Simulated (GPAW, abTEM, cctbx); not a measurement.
# RbRuF3: the scripts behind a bonding study

Short scripts, each with its output. The cell comes from substitution in a known structure type and wasn't matched to any measured phase.

### 1. Relax the structure

```text
cell
1.0
     4.206000000    0.000000000    0.000000000
     0.000000000    4.206000000    0.000000000
     0.000000000    0.000000000    4.206000000
Ru Rb F
1 1 3
Direct
0.500000000 0.500000000 0.500000000
0.000000000 0.000000000 0.000000000
0.500000000 0.000000000 0.500000000
0.000000000 0.500000000 0.500000000
0.500000000 0.500000000 0.000000000
```

```python
from ase.constraints import FixSymmetry
from ase.filters import FrechetCellFilter
from ase.io import read, write
from ase.optimize import BFGS
from ase.parallel import parprint
from gpaw import GPAW, PW, FermiDirac

atoms = read("start.vasp")
atoms.set_constraint(FixSymmetry(atoms))
atoms.calc = GPAW(mode=PW(900), xc="PBE", kpts={"size": (4, 4, 4), "gamma": True},
                 occupations=FermiDirac(0.05), maxiter=120, symmetry={"tolerance": 1e-5}, txt="relax.txt")
BFGS(FrechetCellFilter(atoms), maxstep=0.15).run(fmax=0.03, steps=40)
parprint("cell  %.4f %.4f %.4f  %.2f %.2f %.2f" % tuple(atoms.cell.cellpar()))
parprint("volume %.3f A^3, largest force %.3f eV/A, largest stress %.2f GPa" % (atoms.get_volume(), abs(atoms.get_forces()).max(), 160.218 * abs(atoms.get_stress()).max()))
atoms.set_constraint()
write("relaxed.vasp", atoms, direct=True)
```

```console
$ OMP_NUM_THREADS=1 mpirun -n 4 gpaw python run.py > gpaw.log
```

```text
      Step        Energy          fmax
BFGS:    0      -24.244150        0.207639
BFGS:    1      -24.247151        0.192969
BFGS:    2      -24.273314        0.006554
cell  4.2415 4.2415 4.2415  90.00 90.00 90.00
volume 76.304 A^3, largest force 0.000 eV/A, largest stress 0.07 GPa
```

Time: 21 s on 4 cores of Intel(R) Xeon(R) Platinum 8488C (Sapphire Rapids) (shared host), peak memory 0.9 GiB.

### 2. Build the all-electron density and subtract free atoms

```text
cell
1.0
     4.241465080    0.000000000    0.000000000
     0.000000000    4.241465080    0.000000000
     0.000000000    0.000000000    4.241465080
Ru Rb F
1 1 3
Direct
0.500000000 0.500000000 0.500000000
0.000000000 0.000000000 0.000000000
0.500000000 0.000000000 0.500000000
0.000000000 0.500000000 0.500000000
0.500000000 0.500000000 0.000000000
```

```python
import numpy as np
from ase.io import read
from ase.units import Bohr
from gpaw import GPAW, PW, FermiDirac
from gpaw.calculator import GPAW as OldGPAW
from gpaw.mpi import serial_comm, world
from scipy.special import erfc
from scipy.spatial import cKDTree

atoms = read("cell.vasp")
atoms.calc = GPAW(mode=PW(550), xc="PBE", kpts={"size": (5, 5, 5), "gamma": True},
                 occupations=FermiDirac(0.05), maxiter=120, symmetry={"tolerance": 1e-5}, txt="scf.txt")
atoms.get_potential_energy()
rho = atoms.calc.get_all_electron_density(gridrefinement=2)
moments = atoms.get_magnetic_moments() if atoms.calc.get_number_of_spins() == 2 else np.zeros(len(atoms))
total = atoms.get_magnetic_moment() if moments.any() else 0.0
if world.rank == 0:
    free = OldGPAW(mode=PW(550), xc="PBE", txt=None, communicator=serial_comm)
    neutral = atoms.copy()
    neutral.set_initial_magnetic_moments(None)
    free.initialize(neutral)
    free.set_positions(neutral)
    drho = rho - free.get_all_electron_density(gridrefinement=2)
    # GPAW starts from confined atoms: exchange their smooth part for that of the datasets' free atoms
    h = np.stack(np.meshgrid(*[np.fft.fftfreq(n, 1 / n) for n in drho.shape], indexing="ij"), -1)
    gabs = np.linalg.norm(h @ atoms.cell.reciprocal(), axis=-1)
    tails = np.fft.fftn(free.get_pseudo_density(gridrefinement=2))
    g, form, v0 = np.linspace(0, gabs.max(), 1500), {}, 0
    for e in set(atoms.symbols):
        idx = atoms.symbols.search(e)
        d = free.setups[idx[0]].data
        r, w = d.rgd.r_g * Bohr, d.rgd.r_g**2 * d.rgd.dr_g
        j0 = np.sinc(2 * g[:, None] * r)
        smooth = sum(f * p**2 for f, p in zip(d.f_j, d.phit_jg)) + np.sqrt(4 * np.pi) * d.nct_g
        full = sum(f * p**2 for f, p in zip(d.f_j, d.phi_jg)) + np.sqrt(4 * np.pi) * d.nc_g
        phase = sum(np.exp(-2j * np.pi * h @ s) for s in atoms.get_scaled_positions()[idx])
        tails -= np.interp(gabs, g, j0 @ (smooth * w)) * phase * drho.size / atoms.get_volume()
        form[e] = j0 @ (full * w)
        v0 += 2 * np.pi / 3 * 14.3996 * (full * w * r**2).sum() * len(idx)  # V A^3
    tails *= 0.5 * erfc((gabs - 1.8) / 0.25)  # the tails differ at long wavelengths alone
    drho += np.fft.ifftn(tails).real  # crystal minus superposed spherical free atoms
    np.save("drho.npy", drho)
    dv = atoms.get_volume() / drho.size
    print("grid", drho.shape, " electrons %.3f" % (rho.sum() * dv), " moved by bonding %.3f e" % (abs(drho).sum() * dv / 2))
    pts = np.indices(drho.shape).reshape(3, -1).T / drho.shape @ atoms.cell
    shifts = (np.indices((3, 3, 3)).reshape(3, -1).T - 1) @ atoms.cell
    images = (atoms.positions[None] + shifts[:, None]).reshape(-1, 3)
    dist, idx = cKDTree(images).query(pts, k=4)
    out = drho.ravel()[dist[:, 0] > 0.5]
    print("deformation density beyond 0.5 A of the nuclei: max %.3f, min %.3f e/A^3" % (out.max(), out.min()))
    tie = dist < dist[:, :1] + 1e-4
    q = -np.bincount((idx % len(atoms))[tie], (drho.ravel()[:, None] / tie.sum(1, keepdims=True) * tie)[tie], len(atoms)) * dv
    print("atom        x       y       z   Voronoi charge  moment")
    for a, s, c, m in zip(atoms, atoms.get_scaled_positions(), q, moments):
        print("%-2s%-3d %7.4f %7.4f %7.4f %10.3f %10.2f" % (a.symbol, a.index + 1, *s, c, m))
    np.savez("free.npz", g=g, **form)
    print("mean inner potential of superposed free atoms %.3f V" % (v0 / atoms.get_volume()))
    print("total magnetic moment %.3f muB" % total)
```

```console
$ OMP_NUM_THREADS=1 mpirun -n 4 gpaw python run.py > gpaw.log
```

```text
grid (48, 48, 48)  electrons 108.000  moved by bonding 1.446 e
deformation density beyond 0.5 A of the nuclei: max 0.864, min -1.559 e/A^3
atom        x       y       z   Voronoi charge  moment
Ru1    0.5000  0.5000  0.5000      0.222       0.00
Rb2    0.0000  0.0000  0.0000      0.199       0.00
F 3    0.5000  0.0000  0.5000     -0.140       0.00
F 4    0.0000  0.5000  0.5000     -0.140       0.00
F 5    0.5000  0.5000  0.0000     -0.140       0.00
mean inner potential of superposed free atoms 16.493 V
total magnetic moment 0.000 muB
```

Time: 8.4 s.

### 3. Fourier-transform the difference

```python
from cctbx import adptbx, crystal, miller, xray
from cctbx.eltbx import tiny_pse
import numpy as np

cs = crystal.symmetry(unit_cell=(4.2415, 4.2415, 4.2415, 90, 90, 90), space_group_symbol='Hall: -P 4 2 3')  # Pm-3m
atoms = [  # label, site, U (iso, or U11 U22 U33 U12 U13 U23 in A^2), occupancy
    ("Ru1", (0.5, 0.5, 0.5), 0.0000, 1),
    ("Rb1", (0, 0, 0), 0.0000, 1),
    ("F1", (0.5, 0, 0.5), 0.0000, 1),
]
xs = xray.structure(crystal_symmetry=cs)
for label, site, u, occ in atoms:
    u = adptbx.u_cif_as_u_star(cs.unit_cell(), u) if isinstance(u, tuple) else u
    xs.add_scatterer(xray.scatterer(label, site=site, u=u, occupancy=occ))
xs.scattering_type_registry(table="wk1995")
drho = np.load("drho.npy")
T = np.array([[1, 0, 0], [0, 1, 0], [0, 0, 1]])  # conventional axes in terms of the primitive ones
dF = np.fft.ifftn(drho) * 76.30407  # electrons a conventional cell, indexed by primitive hkl
ms = miller.build_set(cs, anomalous_flag=False, d_min=0.9).sort("resolution")
iam = ms.structure_factors_from_scatterers(xs, algorithm="direct").f_calc()
p1 = xs.expand_to_p1()
z = np.array([tiny_pse.table(sc.scattering_type).atomic_number() for sc in p1.scatterers()])
x = np.array(p1.sites_frac())
free = np.load("free.npz")
print("static structure factors of the conventional cell: F in electrons, V (Mott-Bethe) in volts")
print("   h  k  l      d  |F| table  |F| free   |F| DFT   change   |V| free  |V| DFT  change %")
for h, d, table in list(zip(ms.indices(), ms.d_spacings().data(), iam.data()))[:16]:
    df = dF[tuple(np.rint(np.linalg.solve(T, h)).astype(int))]
    phase = np.exp(2j * np.pi * x @ h)
    f = sum(np.interp(1 / d, free["g"], free[sc.scattering_type]) * p for sc, p in zip(p1.scatterers(), phase))
    fz = (z * phase).sum()
    c = 14.3996 * d * d / (np.pi * cs.unit_cell().volume())
    v0, v1 = abs(fz - f) * c, abs(fz - f - df) * c
    print("%4d%3d%3d %7.4f %9.3f %9.3f %9.3f %8.3f %9.3f %8.3f %8s" % (h + (d, abs(table), abs(f), abs(f + df), abs(f + df) - abs(f), v0, v1, "%.1f" % (100 * (v1 / v0 - 1)) if v0 > 0.02 else "-")))
```

```console
$ python run.py
```

```text
static structure factors of the conventional cell: F in electrons, V (Mott-Bethe) in volts
   h  k  l      d  |F| table  |F| free   |F| DFT   change   |V| free  |V| DFT  change %
   0  1  0  4.2415    14.722    14.646    14.751    0.106     1.463    1.349     -7.8
   0  1  1  2.9992    60.623    60.618    60.333   -0.285     6.150    6.304      2.5
   1  1  1  2.4488    14.232    14.152    14.751    0.598     2.106    1.891    -10.2
   0  2  0  2.1208    79.141    78.992    79.284    0.292     7.837    7.758     -1.0
   0  2  1  1.8969    10.697    10.635    10.711    0.076     1.159    1.143     -1.4
   1  2  1  1.7316    50.762    50.791    50.810    0.019     3.820    3.817     -0.1
   0  2  2  1.4996    66.065    66.034    66.196    0.162     5.669    5.647     -0.4
   1  2  2  1.4138     8.506     8.527     8.730    0.204     0.897    0.873     -2.7
   0  3  0  1.4138     8.506     8.527     8.158   -0.368     0.897    0.942      4.9
   0  3  1  1.3413    45.414    45.446    45.214   -0.232     2.870    2.895      0.9
   1  3  1  1.2789     7.692     7.635     7.696    0.061     1.215    1.209     -0.5
   2  2  2  1.2244    58.166    58.202    58.436    0.234     4.485    4.463     -0.5
   0  3  2  1.1764     7.142     7.212     7.210   -0.002     0.731    0.731      0.0
   1  3  2  1.1336    41.857    41.875    41.985    0.110     2.325    2.317     -0.4
   0  4  0  1.0604    52.799    52.853    52.395   -0.459     3.725    3.756      0.8
   2  3  2  1.0287     6.317     6.401     6.595    0.194     0.610    0.598     -2.0
```

Time: 0.22 s on 1 core of Intel(R) Xeon(R) Platinum 8488C (Sapphire Rapids) (shared host), peak memory 0.08 GiB.

### 4. Propagate a plane wave with and without the bonding term

```python
import abtem
import numpy as np
from ase.build import make_supercell
from ase.io import read

abtem.config.set({"dask.lazy": False, "fft": "fftw", "diagnostics.progress_bar": False})
M = [[0, 1, 0], [-1, 0, 0], [0, 0, 1]]  # rows: x, y and beam direction in the primitive cell's axes
unit = make_supercell(read("cell.vasp"), M)
unit.set_cell(list(unit.cell.lengths()) + [90, 90, 90], scale_atoms=True)
unit.positions[:, 2] += 0.5302  # keeps atomic planes off the slice boundaries
unit.wrap()
slab = unit * (2, 2, 144)
print(slab.get_chemical_formula(), "| box %.2f x %.2f x %.2f A" % tuple(slab.cell.lengths()))

# change of the potential by bonding, from the DFT deformation density (Poisson's equation term by term)
drho = np.load("drho.npy")
prim = read("cell.vasp")
h = np.stack(np.meshgrid(*[np.fft.fftfreq(n, 1 / n) for n in drho.shape], indexing="ij"), -1).reshape(-1, 3).astype(int)
g2 = ((h @ prim.cell.reciprocal()) ** 2).sum(1)
keep = (g2 > 0) & (g2 < 2.5**2)
shape = (122, 122, 28)
vg = np.zeros(shape, complex)
hm = h[keep] @ np.array(M).T
move = np.exp(-2j * np.pi * hm[:, 2] * (0.5302 / unit.cell[2, 2] - 0.5 / shape[2]))  # the same shift, sampled at mid-points
vg[tuple(hm.T % np.array(shape)[:, None])] = -14.3996 / np.pi * (np.fft.fftn(drho).ravel() / drho.size)[keep] / g2[keep] * move
dV = np.fft.ifftn(vg).real * vg.size
dV = dV.reshape(122, 122, 4, 7).mean(3) * unit.cell[2, 2] / 4  # V A, projected in each slice
dV = np.tile(dV.transpose(2, 0, 1), (144, 2, 2))


def build(atoms):
    p = abtem.Potential(atoms, gpts=(244, 244), slice_thickness=[slab.cell[2, 2] / 576] * 576,
                        parametrization="lobato", projection="infinite", exit_planes=48).build()
    p.array[:] += BONDING * dV
    return p


sigmas = {'Ru': 0.058, 'Rb': 0.059, 'F': 0.074}  # r.m.s. displacement along each axis, A
u = np.array([sigmas[s] for s in slab.symbols])[:, None]
rng = np.random.default_rng(61)


def potentials():
    for _ in range(3):  # frozen phonons, one configuration at a time
        atoms = slab.copy()
        atoms.positions += u * rng.standard_normal((len(atoms), 3))
        atoms.wrap()
        yield build(atoms)


for label, BONDING in (("IAM", 0.0), ("DFT", 1.0)):
    print("=====", label)
    rng = np.random.default_rng(61)  # the same displacements for both
    potential = build(slab)
    print("grid", potential.gpts, "slices", potential.num_slices)
    thickness = potential.exit_thicknesses
    wave = abtem.PlaneWave(energy=300000)
    dp = np.mean([wave.multislice(p).diffraction_patterns(max_angle="valid").array for p in potentials()], axis=0)
    hkl = [(0, 0, 0), (1, 0, 0), (1, 1, 0), (2, 0, 0), (2, 1, 0), (2, 2, 0), (3, 0, 0)]
    nx, ny = dp.shape[-2:]
    print("intensity of each beam, fraction of the incident wave")
    print("  t (A)" + "".join("%9s" % " ".join(map(str, h)) for h in hkl) + "  diffuse    total")
    grid = np.zeros((nx, ny), bool)
    grid[nx // 2 % 2::2, ny // 2 % 2::2] = True
    for t, a in list(zip(thickness, dp))[1:]:
        idx = [np.rint(np.array(M) @ np.linalg.solve([[1, 0, 0], [0, 1, 0], [0, 0, 1]], h)).astype(int) for h in hkl]
        print("%7.1f" % t + "".join("%9.5f" % a[nx // 2 + i[0] * 2, ny // 2 + i[1] * 2] for i in idx) + "%9.4f%9.4f" % (a[~grid].sum(), a.sum()))
```

```console
$ python run.py
```

```text
F1728Rb576Ru576 | box 8.48 x 8.48 x 610.77 A
===== IAM
grid (244, 244) slices 576
intensity of each beam, fraction of the incident wave
  t (A)    0 0 0    1 0 0    1 1 0    2 0 0    2 1 0    2 2 0    3 0 0  diffuse    total
   50.9  0.75080  0.00179  0.00647  0.00986  0.00148  0.00342  0.00118   0.0315   0.9975
  101.8  0.67774  0.00522  0.00807  0.01129  0.00072  0.00073  0.00008   0.0593   0.9954
  152.7  0.60379  0.00382  0.00646  0.02990  0.00057  0.00138  0.00064   0.0775   0.9938
  203.6  0.46305  0.01407  0.02772  0.02016  0.00226  0.00414  0.00051   0.1076   0.9910
  254.5  0.41594  0.01506  0.04317  0.01679  0.00201  0.00759  0.00106   0.1250   0.9894
  305.4  0.32964  0.02008  0.05237  0.01144  0.00309  0.01090  0.00065   0.1429   0.9875
  356.3  0.28153  0.02892  0.06715  0.01215  0.00170  0.00593  0.00067   0.1548   0.9862
  407.2  0.24975  0.02627  0.06329  0.02477  0.00215  0.00334  0.00223   0.1655   0.9851
  458.1  0.19992  0.02936  0.05901  0.03122  0.00100  0.00280  0.00165   0.1763   0.9840
  509.0  0.18792  0.02431  0.04592  0.03588  0.00106  0.00562  0.00139   0.1888   0.9828
  559.9  0.21135  0.02242  0.04178  0.03436  0.00061  0.00605  0.00065   0.2033   0.9814
  610.8  0.26608  0.01859  0.04466  0.02454  0.00098  0.00256  0.00058   0.2143   0.9801
===== DFT
grid (244, 244) slices 576
intensity of each beam, fraction of the incident wave
  t (A)    0 0 0    1 0 0    1 1 0    2 0 0    2 1 0    2 2 0    3 0 0  diffuse    total
   50.9  0.75346  0.00193  0.00648  0.00933  0.00148  0.00326  0.00112   0.0314   0.9976
  101.8  0.69300  0.00445  0.00698  0.00980  0.00072  0.00051  0.00009   0.0592   0.9954
  152.7  0.62620  0.00286  0.00497  0.02661  0.00056  0.00099  0.00058   0.0770   0.9938
  203.6  0.50266  0.01206  0.02393  0.01687  0.00210  0.00382  0.00044   0.1069   0.9911
  254.5  0.47115  0.01210  0.03611  0.01458  0.00186  0.00681  0.00091   0.1239   0.9895
  305.4  0.38731  0.01697  0.04674  0.00828  0.00271  0.00933  0.00051   0.1414   0.9876
  356.3  0.35024  0.02427  0.05996  0.00905  0.00143  0.00510  0.00058   0.1526   0.9864
  407.2  0.31707  0.02236  0.05862  0.02058  0.00170  0.00269  0.00195   0.1625   0.9853
  458.1  0.25791  0.02528  0.05763  0.02706  0.00068  0.00212  0.00140   0.1725   0.9843
  509.0  0.23303  0.02083  0.04480  0.03388  0.00071  0.00506  0.00116   0.1844   0.9831
  559.9  0.23196  0.01961  0.04185  0.03412  0.00039  0.00574  0.00051   0.1985   0.9818
  610.8  0.26996  0.01607  0.04392  0.02720  0.00081  0.00283  0.00046   0.2101   0.9805
```

Time: 68 s.

[Outputs are excerpts: Python notices, other lines and further rows are left out; steps that failed or that the build refused (PBEsol, TPSS) are not shown.]

[Logs are printed without paths, hosts, clocks, repeated set-up lines and the standing remarks that a program may print on its own settings, such as how far it seeks lower states.]
